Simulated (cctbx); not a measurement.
**What resolution and counting buy: Ce6PdPt7**

Space group P-1 (no. 2), a = 5.7560 Å, b = 7.8919 Å, c = 8.0600 Å, α = 114.84°, β = 103.51°, γ = 102.66°.

```csv
atom,mult.,x,y,z,Ueq (Å²)
Pt1,2,0.5557,0.3226,0.4934,0.0067
Pt2,2,0.0552,0.5103,0.8275,0.0063
Pt3,2,0.2198,0.1535,0.6676,0.0069
Pt4,1,0,0,0,0.0065
Ce1,2,0.2809,0.8740,0.2509,0.0080
Ce2,2,0.0212,0.7470,0.6201,0.0071
Ce3,2,0.4091,0.3808,0.1262,0.0087
Pd1,1,1/2,0,0,0.0088
```

This is a model crystal, built by substitution and not relaxed, with assumed displacement parameters.

Five simulated data sets (cctbx; Ag Kα, λ = 0.56087 Å; 1.5 % proportional error) differ in resolution or exposure (noise floor 4 counts in the first three, 8 in the last two). Each is refined with the right model, isotropic at 1.1 Å and anisotropic otherwise. How do the figures of merit and the uncertainties move?

| d min (Å) | top counts | ⟨I/σ⟩ (unmerged, absences included) | unique | param. (scale apart) | Rint | R1 | GooF | largest s.u. xyz (fractional) | s.u. U of Pd1 (Å²) | largest error (Å) |
| --- | --- | --- | --- | --- | --- | --- | --- | --- | --- | --- |
| 1.1 | 20000 | 23.4 | 432 | 26 | 0.015 | 0.0126 | 0.95 | 0.00017 | 0.0005 | 0.0031 |
| 0.84 | 20000 | 20.8 | 960 | 66 | 0.017 | 0.0140 | 0.96 | 0.00011 | 0.0005 | 0.0012 |
| 0.6 | 20000 | 16.2 | 2670 | 66 | 0.021 | 0.0186 | 0.96 | 0.00007 | 0.0002 | 0.0007 |
| 0.75 | 300 | 1.2 | 1362 | 66 | 0.340 | 0.1272 | 0.95 | 0.00188 | 0.0082 | 0.0195 |
| 0.75 | 3000 | 6.5 | 1362 | 66 | 0.061 | 0.0409 | 0.95 | 0.00031 | 0.0014 | 0.0033 |

The number of reflections grows roughly as 1/d³: 432, 960 and 2670 here. R1 follows the noise rather than the truth: at 300 counts it is 0.1272, at 3000 counts 0.0409, while GooF is 0.95 and 0.95: the weights 1/σ² carry the noise. The s.u. of U (U11 where anisotropic) for Pd1 goes 0.0005, 0.0005, 0.0002 Å² with resolution and 0.0082, 0.0014 Å² with exposure.

Hardware for the 0.6 Å refinement: 0.51 s on 1 thread of Arm Neoverse V2 (shared host), peak memory 0.09 GiB.

[Logs are printed without paths, hosts, clocks, repeated set-up lines and the standing remarks that a program may print on its own settings, such as how far it seeks lower states.]
